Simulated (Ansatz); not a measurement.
# NbSiB in the AlB2 type: lattice stability ahead of a resistivity run, part 3 of 3

The plan: relax NbSiB in the AlB2 type, check its phonons, and, if the lattice is stable, compute its Eliashberg function and ρ(T).

Ansatz 0.2.0; DFT PBE, scalar-relativistic, plane waves, PAW; PAW set soft_1.

So far, highest frequency, solved or plainly interpolated (cm⁻¹): step 5 (phonons: q 2×2×2, k 6×6×4) 656. Also lowest on path (cm⁻¹): step 5 -250. The relaxed cell has a = 3.487, c = 3.469 Å (conventional setting).

The structure was built from a prototype and need not be the compound's stable phase.

## 6. Phonons by linear response: q 3×3×2, k 9×9×6 (continued)

Solved on the 3×3×2 mesh alone; all other wavevectors are interpolated. The phonon branches at the labelled points (cm⁻¹):

| point | branch 1 | branch 2 | branch 3 | branch 4 | branch 5 | branch 6 | branch 7 | branch 8 | branch 9 |
| --- | --- | --- | --- | --- | --- | --- | --- | --- | --- |
| Γ | -94 | -94 | 0 | 0 | 0 | 130 | 339 | 640 | 640 |
| halfway | -62 | -48 | 42 | 148 | 190 | 304 | 313 | 600 | 650 |
| M | -82 | -76 | -59 | 136 | 263 | 305 | 413 | 585 | 670 |
| halfway | -88 | -76 | -56 | 131 | 230 | 298 | 442 | 581 | 682 |
| K | -87 | -84 | -69 | 127 | 205 | 293 | 463 | 580 | 692 |
| halfway | -78 | 40 | 48 | 147 | 190 | 308 | 348 | 592 | 657 |
| Γ | -94 | -94 | 0 | 0 | 0 | 130 | 339 | 640 | 640 |
| halfway | -109 | -109 | -106 | 165 | 165 | 173 | 341 | 643 | 643 |
| A | -169 | -146 | -146 | 164 | 243 | 243 | 374 | 648 | 648 |
| halfway | -152 | -104 | -70 | 200 | 222 | 322 | 342 | 645 | 654 |
| L | -164 | -67 | 96 | 128 | 244 | 346 | 443 | 585 | 652 |
| halfway | -188 | -65 | 86 | 212 | 262 | 346 | 434 | 548 | 655 |
| H | -208 | -61 | 74 | 280 | 281 | 346 | 441 | 494 | 655 |
| halfway | -158 | -92 | -42 | 222 | 233 | 323 | 339 | 632 | 659 |
| A | -169 | -146 | -146 | 164 | 243 | 243 | 374 | 648 | 648 |
| jump to L | -164 | -67 | 96 | 128 | 244 | 346 | 443 | 585 | 652 |
| halfway | -127 | -77 | 32 | 208 | 213 | 319 | 430 | 584 | 661 |
| M | -82 | -76 | -59 | 136 | 263 | 305 | 413 | 585 | 670 |
| jump to H | -208 | -61 | 74 | 280 | 281 | 346 | 441 | 494 | 655 |
| halfway | -159 | -70 | -35 | 218 | 247 | 321 | 452 | 539 | 674 |
| K | -87 | -84 | -69 | 127 | 205 | 293 | 463 | 580 | 692 |

The phonon branches as a text plot (rows in cm⁻¹):

```
    673 |    ***********                   ********   ***********
    636 |****           *******************      *****
    598 |  **********  ***             ***     **    ******
    561 |            **                   *   *               ***
    523 |                                  * *              **
    486 |                                   *              *
    448 |        *****                  *****        ***   ******
    411 |     ***     **               *     **         ***
    373 |                       ****  *        *   **
    336 |*** *           *******    ***************  ***   ***
    298 |   *************           *            *      ***   ***
    261 |  *  ***                 **    ********* ****   *****
    223 |    *   ******* *      ********   *   ****** ***    ****
    186 |   *                  ** ** *    *       *** ***     *
    148 |**********  **********  *    ****           *   **    **
    111 | *        **    *              **           *
     73 | *               ** *        **  ******      **   *
     36 |****         ******                    *           **
     -2 |    *           *  *
    -39 |  ***   **  ***  *  *                          *     *
    -77 |**********************      *************   ************
   -114 |                     **    **           ***    **     *
   -151 |                       **********      ********      *
   -189 |                                 ******           ***
         Γ     M   K       Γ     A      L   H      A|L   M|H    K
```

Lowest modes at the softest wavevector of the mesh. Modes at q = (-0.333, -0.333, 0.500), with each element's share of the kinetic energy (negative means imaginary):

| mode | frequency (cm⁻¹) | Nb % | B % | Si % |
| --- | --- | --- | --- | --- |
| 1 | -207.7 | 98 | 0 | 2 |
| 2 | -60.8 | 88 | 0 | 12 |
| 3 | 74.4 | 100 | 0 | 0 |
| 4 | 280.2 | 0 | 100 | 0 |
| 5 | 281.1 | 1 | 35 | 64 |
| 6 | 345.5 | 12 | 0 | 88 |

Displacements in mode 1 (-207.7 cm⁻¹), the largest set to 1, in the home cell (x, y, z of the real part, then of the imaginary part):
```
Nb1  0.00  0.00  1.00  0.00  0.00  0.00
B2   0.00  0.01  0.00 -0.01  0.00  0.00
Si3  0.16  0.09  0.00  0.09 -0.16  0.00
```

Displacements in mode 2 (-60.8 cm⁻¹), the largest set to 1, in the home cell (x, y, z of the real part, then of the imaginary part):
```
Nb1  0.87  0.50  0.00 -0.50  0.87  0.00
B2   0.00  0.00  0.00  0.00  0.00  0.00
Si3  0.00  0.00  0.95  0.00  0.00  0.00
```

The modes has structure finer than the step of the table below, so its rows give means over 25 cm⁻¹, whole bins alone (the curve runs from -216 to 722 cm⁻¹). Peaks (cm⁻¹: height): B 220.6: 0.0130, 580.5: 0.0142, 657.2: 0.0247; Nb -68.5: 0.0339, 49.5: 0.00743; Si 214.7: 0.0108, 332.7: 0.0212, 427.1: 0.00849, 657.2: 0.0136.

Phonopy on the run's constants, 19x19x17 mesh, Gaussian sigma 6.7 cm⁻¹. Modes against wavenumber; means over each step; values in 1/cm⁻¹/cell:

| wavenumber (cm⁻¹) | B | Nb | Si |
| --- | --- | --- | --- |
| -200 | 0 | 0.00128 | 3.0e-5 |
| -175 | 1.3e-5 | 0.00480 | 1.2e-4 |
| -150 | 5.5e-5 | 0.00993 | 3.0e-4 |
| -125 | 8.8e-5 | 0.00952 | 3.4e-4 |
| -100 | 2.8e-4 | 0.0141 | 6.4e-4 |
| -75 | 7.5e-4 | 0.0294 | 0.00186 |
| -50 | 3.4e-4 | 0.0175 | 0.00101 |
| -25 | 1.0e-4 | 0.00584 | 2.5e-4 |
| 0 | 3.3e-5 | 0.00207 | 9.2e-5 |
| 25 | 9.6e-5 | 0.00584 | 3.0e-4 |
| 50 | 1.3e-4 | 0.00678 | 5.3e-4 |
| 75 | 1.4e-4 | 0.00451 | 4.7e-4 |
| 100 | 1.6e-4 | 9.1e-4 | 3.2e-4 |
| 125 | 0.00220 | 1.9e-4 | 5.8e-4 |
| 150 | 0.00892 | 4.4e-4 | 0.00134 |
| 175 | 0.00919 | 5.8e-4 | 0.00315 |
| 200 | 0.0113 | 0.00102 | 0.00753 |
| 225 | 0.0126 | 0.00113 | 0.00930 |
| 250 | 0.00759 | 4.6e-4 | 0.00417 |
| 275 | 0.00208 | 9.3e-5 | 0.00199 |
| 300 | 0.00103 | 5.1e-4 | 0.0118 |
| 325 | 0.00115 | 0.00163 | 0.0195 |
| 350 | 0.00147 | 8.1e-4 | 0.0102 |
| 375 | 0.00132 | 9.9e-5 | 0.00354 |
| 400 | 0.00147 | 9.7e-5 | 0.00470 |
| 425 | 0.00166 | 1.2e-4 | 0.00763 |
| 450 | 4.1e-4 | 6.0e-5 | 0.00369 |
| 475 | 9.0e-6 | 4.7e-6 | 2.1e-4 |
| 500 | 2.2e-4 | 0 | 2.0e-5 |
| 525 | 8.6e-4 | 0 | 1.4e-4 |
| 550 | 0.00231 | 1.1e-6 | 4.4e-4 |
| 575 | 0.00993 | 2.0e-5 | 0.00228 |
| 600 | 0.00820 | 2.3e-5 | 0.00300 |
| 625 | 0.00602 | 2.4e-5 | 0.00304 |
| 650 | 0.0184 | 6.6e-5 | 0.0101 |
| 675 | 0.00903 | 2.7e-5 | 0.00502 |
| 700 | 5.2e-4 | 0 | 3.0e-4 |

No LO-TO term; unit eigenvectors of the mass-weighted matrix. Modes at Γ, with each element's share of the kinetic energy (negative means imaginary):

| mode | frequency (cm⁻¹) | symmetry | Nb % | B % | Si % |
| --- | --- | --- | --- | --- | --- |
| 1 | -94.4 | E' | 29 | 33 | 38 |
| 2 | -94.4 | E' | 29 | 33 | 38 |
| 3 | 0.0 | unnamed | 70 | 8 | 21 |
| 4 | 0.0 | unnamed | 70 | 8 | 21 |
| 5 | 0.0 | unnamed | 70 | 8 | 21 |
| 6 | 129.7 | A2'' | 7 | 92 | 1 |
| 7 | 338.8 | A2'' | 23 | 0 | 77 |
| 8 | 639.5 | E' | 1 | 59 | 41 |
| 9 | 639.5 | E' | 1 | 59 | 41 |

Displacements in mode 2 (-94.4 cm⁻¹), the largest set to 1:
```
Nb1  0.01 -0.32  0.00
B2  -0.04  1.00  0.00
Si3 -0.03  0.66  0.00
```

Displacements in mode 9 (639.5 cm⁻¹), the largest set to 1:
```
Nb1  0.00  0.04  0.00
B2   0.00  1.00  0.00
Si3  0.00 -0.52  0.00
```

Among the solved wavevectors the lowest mode, translations apart, is -208 cm⁻¹, imaginary.

## 7. What came out

| Quantity | Value |
| --- | --- |
| phonon run of the rows without a label of their own | PBE, q 3×3×2, k 9×9×6 |
| softest mode on the q mesh | -208 cm⁻¹ at q = (-0.333, -0.333, 0.5) |
| highest frequency, solved or plainly interpolated | 692 cm⁻¹ |

**Reading.** The lattice is dynamically unstable at this level: a mode at q = (-0.333, -0.333, 0.5) is imaginary, 208i cm⁻¹, so no harmonic coupling constant or resistivity is defined for this structure. These meshes are coarse, and single modes of a metal can move by tens of cm⁻¹ with the k mesh. The phonon runs are not spin-polarised. The structure was built by hand as an ordered model, and its stability against other phases was not tested.

[Logs are printed without paths, hosts, clocks, repeated set-up lines and the standing remarks that a program may print on its own settings, such as how far it seeks lower states.]

[Hosts, paths, dates, database ids (printed as entryN), source tags and the programs' standing remarks are cut or masked in the printed files.]
